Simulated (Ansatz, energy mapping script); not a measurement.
# Spin model of NiO from collinear orders, part 3 of 3

Wanted: the magnetic order of NiO, its couplings and an estimate of its ordering temperature, by PBEsol+U (6 eV).

PBEsol with U = 6 eV on Ni d, ortho-atomic projectors; plane waves, U on orthogonalised atomic orbitals unless named otherwise, collinear spin, no spin–orbit coupling.

So far. Step 10 (Order 8: uncompensated ++−, cell D of 6 atoms): The run ends ferrimagnetic, 23.12 meV a magnetic atom below the parallel order of its cell. Step 11 (Run 9 (parallel; cell E, 6 atoms)): The run ends ferromagnetic. For each magnetic atom its energy differs from the parallel run of the first cell by 0.05 meV, an error that one common reference would have brought in.

### 12. Uncompensated ++− start in cell E (6 atoms)

This order reverses 6.67 of the 12 neighbours at 2.95 Å, 2.67 of the 6 neighbours at 4.17 Å and 8 of the 24 neighbours at 5.11 Å, counted for an average magnetic atom.

The input, input.yaml:

```yaml
crystal:
  lattice:
    - [0.0, -2.085901641, -2.085901641]
    - [-4.171803282, 0.0, 0.0]
    - [2.085901641, 4.171803282, -2.085901641]
  atoms:
    - { symbol: Ni, position: [0.666666667, 0.666666667, 0.333333333], spin: 2.0 }
    - { symbol: Ni, position: [0.333333333, 0.333333333, 0.666666667], spin: 2.0 }
    - { symbol: Ni, position: [0.0, 0.0, 0.0], spin: -2.0 }
    - { symbol: O, position: [0.666666667, 0.166666667, 0.333333333] }
    - { symbol: O, position: [0.333333333, 0.833333333, 0.666666667] }
    - { symbol: O, position: [0.0, 0.5, 0.0] }
magnetization:
  spin_polarized: true
kpoints:
  mp_grid: { grid: [9, 9, 9] }
hamiltonian:
  xc: pbesol
  hubbard:
    sites:
      - { species: Ni, l: d, u_eff: 6.0 }
      - { site: 0, l: d, u_eff: 6.0, starting_ns: [{ spin: up, occupation_matrix: ni1_major }, { spin: down, occupation_matrix: ni1_minor }] }
      - { site: 1, l: d, u_eff: 6.0, starting_ns: [{ spin: up, occupation_matrix: ni1_major }, { spin: down, occupation_matrix: ni1_minor }] }
      - { site: 2, l: d, u_eff: 6.0, starting_ns: [{ spin: up, occupation_matrix: ni1_minor }, { spin: down, occupation_matrix: ni1_major }] }
    projectors: ortho-atomic
    occupation_matrices:
      ni1_major:
        matrix:
          - [0.998, 0.0, 0.0, 0.0, 0.0]
          - [0.0, 0.999, 0.0, 0.0, 0.0]
          - [0.0, 0.0, 0.999, 0.0, 0.0]
          - [0.0, 0.0, 0.0, 0.998, 0.0]
          - [0.0, 0.0, 0.0, 0.0, 0.999]
      ni1_minor:
        matrix:
          - [0.154, 0.0, 0.0, 0.0, 0.0]
          - [0.0, 0.997, 0.0, 0.0, 0.0]
          - [0.0, 0.0, 0.997, 0.0, 0.0]
          - [0.0, 0.0, 0.0, 0.154, 0.0]
          - [0.0, 0.0, 0.0, 0.0, 0.997]
scf:
  occupations: { method: fermi_dirac, width: 0.05 }
output:
  eigenvalues: true
```

The run is started by

```console
> ansatz run input.yaml --threads 4 --pin off --max-ram 8192MiB --backend cpu --events-out ev --progress --plain --runs-dir out
```

Numbers of over 12 decimals in the logs are rounded to 6 here.

Log:

```text
[...]
Crystal: 6 atoms, lattice volume = 54.454 Å³
Basis set: ecut = 420 eV, 1045 PW (Γ)
Bands: 47, of which v1, the nominal top of the filled ones, is band 36 counted from 1 (35 counted from 0)
Symmetry: 8 space group operations
[...]
k-points: 125 of 729
[...]
Starting moments: Σ|m| = 6 μB on 3 of 6 sites
[...]
k-point 1 ↑: bands = [... 32 lower, 11.2600, 11.7023, 11.9299, 12.0580, 12.7686, 16.1600, 16.2908, 16.7339, ... 7 higher]
  k-point 2 ↑: bands = [... 32 lower, 11.2675, 11.5125, 11.9527, 12.0952, 12.8686, 16.1393, 16.7926, 17.0449, ... 7 higher]
  k-point 124 ↓: bands = [... 32 lower, 11.1674, 12.3879, 13.0148, 16.4472, 17.0921, 17.4096, 17.5915, 19.9262, ... 7 higher]
Occupation matrices written to <dir>
[key lines of the parts left out:]
SCF converged after 15 iterations
Magnetization: 2.0000 μB (37.0000 up, 35.0000 down)
Free energy (F): -19089.635036 eV
Fermi energy:    14.676761 eV
```

It took 20 s on 4 threads of Arm Neoverse V1, shared host; peak memory 0.78 GiB.

The run ends ferrimagnetic, 51.30 meV a magnetic atom below the parallel order of its cell.

### 13. Mapping onto a Heisenberg model

Each energy difference is a sum of couplings weighted by the pairs that the order reverses. A few near shells are fitted to the differences by least squares. Energies are those extrapolated to zero occupation width, not the free energies F.

Energies from the parallel order of the same cell:

| order | atoms | energy (meV a magnetic atom) | moments (μB) | moments kept as typed | opposed neighbours at 2.95, 4.17, 5.11 Å |
| --- | --- | --- | --- | --- | --- |
| parallel in cell A | 4 | 0.00 | 1.71 | yes | 0, 0, 0 |
| compensated +− in cell A | 4 | 13.14 | 1.71 | yes | 8, 0, 16 |
| parallel in cell B | 4 | 0.00 | 1.71 | yes | 0, 0, 0 |
| compensated +− in cell B | 4 | -116.91 | 1.64 | yes | 6, 6, 12 |
| parallel in cell C | 6 | 0.00 | 1.71 | yes | 0, 0, 0 |
| uncompensated ++− in cell C | 6 | -81.60 | 1.64 to 1.67 | yes | 4, 4, 12 |
| parallel in cell D | 6 | 0.00 | 1.71 | yes | 0, 0, 0 |
| uncompensated ++− in cell D | 6 | -23.12 | 1.69 to 1.70 | yes | 5.33, 1.33, 16 |
| parallel in cell E | 6 | 0.00 | 1.71 | yes | 0, 0, 0 |
| uncompensated ++− in cell E | 6 | -51.30 | 1.66 to 1.68 | yes | 6.67, 2.67, 8 |

Fitted to E = −Σ J e·e over ordered pairs of unit vectors (J > 0 favours parallel moments):

| pair | distance (Å) | neighbours | J (meV) |
| --- | --- | --- | --- |
| Ni–Ni | 2.95 | 12 | 0.766 |
| Ni–Ni | 4.17 | 6 | -10.6 |
| Ni–Ni | 5.11 | 24 | 0.0329 |
| Ni–Ni | 5.90 | 12 | -0.415 |

These orders cannot tell some unfitted shells from fitted ones: the value at 2.95 Å holds J(2.95) + 4 J(7.80) + J(8.85), the value at 5.11 Å holds J(5.11) + J(8.85) and the value at 5.90 Å holds J(5.90) − J(8.85); other unfitted shells add to the values wholly or in part.

Adding the shell at 6.60 Å gives 0.81, -11, 0.041, -0.42 and -0.037 meV and a mean-field temperature of 451 K, an exact solve that tests nothing.

In mean field these couplings order at 453 K, at q = (0.50, 0.50, 0.50) in fractions of the conventional cell's reciprocal vectors, and give a Curie–Weiss temperature of -453 K.

### 14. Finite temperature

Mean field ignores fluctuations and overstates the ordering temperature, so the model is also sampled. The heat capacity peaks where order sets in.

Classical unit spins with these couplings on 8×8×4 copies of a cell that holds the lowest order (512 spins), heat-bath sweeps, cooled from random directions, 831 sweeps to settle and 2493 measured at each temperature, averaged over 4 runs.

| T (K) | order along the lowest pattern | net moment | heat capacity (k_B a spin) |
| --- | --- | --- | --- |
| 54.4 | 0.39 | 0.01 | 0.99 |
| 93.0 | 0.39 | 0.01 | 1.03 |
| 151 | 0.40 | 0.01 | 1.15 |
| 190 | 0.39 | 0.02 | 1.31 |
| 228 | 0.33 | 0.02 | 1.37 |
| 286 | 0.28 | 0.02 | 1.87 |
| 305 | 0.24 | 0.02 | 1.91 |
| 325 | 0.22 | 0.02 | 1.80 |
| 363 | 0.15 | 0.02 | 1.11 |
| 402 | 0.12 | 0.03 | 0.62 |
| 460 | 0.09 | 0.03 | 0.39 |
| 498 | 0.08 | 0.03 | 0.29 |

The smoothed heat capacity peaks at 300 K. The order column follows one pattern alone; equivalent domains or another pattern share the rest.

### 15. Comparison

The first set of orders, under PBE+U (6 eV), took 4.5 min of CPU time summed over its finished orders (seed run apart), these 5.1 min.

| quantity | this set | first set |
| --- | --- | --- |
| J at 2.95 Å, meV | 0.766 | 0.613 |
| J at 4.17 Å, meV | -10.6 | -9.65 |
| J at 5.11 Å, meV | 0.0329 | 0.0254 |
| J at 5.90 Å, meV | -0.415 | -0.360 |
| ordering temperature, mean field, K | 453 | 415 |
| heat-capacity peak, Monte Carlo, K | 300 | 273 |

The coupling that led in the first set goes from -9.65 to -10.6 meV.

### 16. Results

* lowest order tried: compensated +− in cell B
* largest fitted value (a combination of shells), Ni–Ni at 4.17 Å: -10.6 meV
* ordering temperature, mean field: 453 K
* heat-capacity peak, Monte Carlo: 300 K

What this shows: Of the orders tried, NiO prefers the order “compensated +− in cell B” under PBEsol+U (6 eV), with 6 of 12 neighbours at 2.95 Å, 6 of 6 neighbours at 4.17 Å and 12 of 24 neighbours at 5.11 Å opposed, and the heat capacity of the fitted model peaks near 300 K (Monte Carlo, classical spins). The coupling at 4.17 Å is 1.1 times that of the first set, at 1.1 times the CPU time. The largest fitted coupling is the Ni–Ni pair at 4.17 Å, antiferromagnetic at -11 meV, across a ligand at about 180°. The straight metal–ligand–metal path outweighs the right-angled one, the pattern expected of superexchange through one ligand p orbital, which these runs do not test. The orders also reverse pairs at 6.60 Å, which are not fitted, so the fitted values hold their part too. With 5 differences for 4 couplings the fit misses by 0.45 meV at most, a small part of the spread. In the fitted orders moments change by up to 4.0 % against the parallel run of the same cell, so their size stays put. Monte Carlo puts the peak at 0.66 of the mean-field temperature, since mean field leaves out fluctuations. In tests on simple cubic and body-centred models such peaks lay 5 to 6 % under the bulk value. On cooling, the order along the one computed pattern stays at or under 0.42: the model settles in an equivalent domain, a degenerate mixture or another order. The parallel order holds 2 μB a magnetic atom, spin 1; the common factor (S+1)/S would raise the classical 300 K to 600 K, a correction that often overshoots. The classical value and the one scaled by (S+1)/S differ by a factor of 2, so closeness of either to the measured temperature is partly a matter of convention.

Computed beside measured:

| quantity | measured | PBEsol+U (6 eV), Monte Carlo | PBEsol+U (6 eV), Monte Carlo × (S+1)/S |
| --- | --- | --- | --- |
| ordering temperature (spin model) (K) | 523 | 300 (-42.6 %) | 600 (+14.8 %) |

Measured values from arxiv:1210.6675 (2012).

Verdict: The ordering temperature is off by -42.6 % at PBEsol+U (6 eV), Monte Carlo: a clear miss. Of the levels listed, nearest comes PBEsol+U (6 eV), Monte Carlo × (S+1)/S (+14.8 %). A U picked for its result is no test. No cell relaxation is part of this session.

[Logs and program files are shortened in this print: banners, set-up blocks, solver, clock and traceback lines can be left out without a mark of their own.]

[Logs are printed without paths, hosts, clocks, repeated set-up lines and the standing remarks that a program may print on its own settings, such as how far it seeks lower states.]

[Hosts, paths, dates, database ids (printed as entryN), source tags and the programs' standing remarks are cut or masked in the printed files.]

[Where a cell is said to come from a database of computed structures, the database is the Materials Project.]
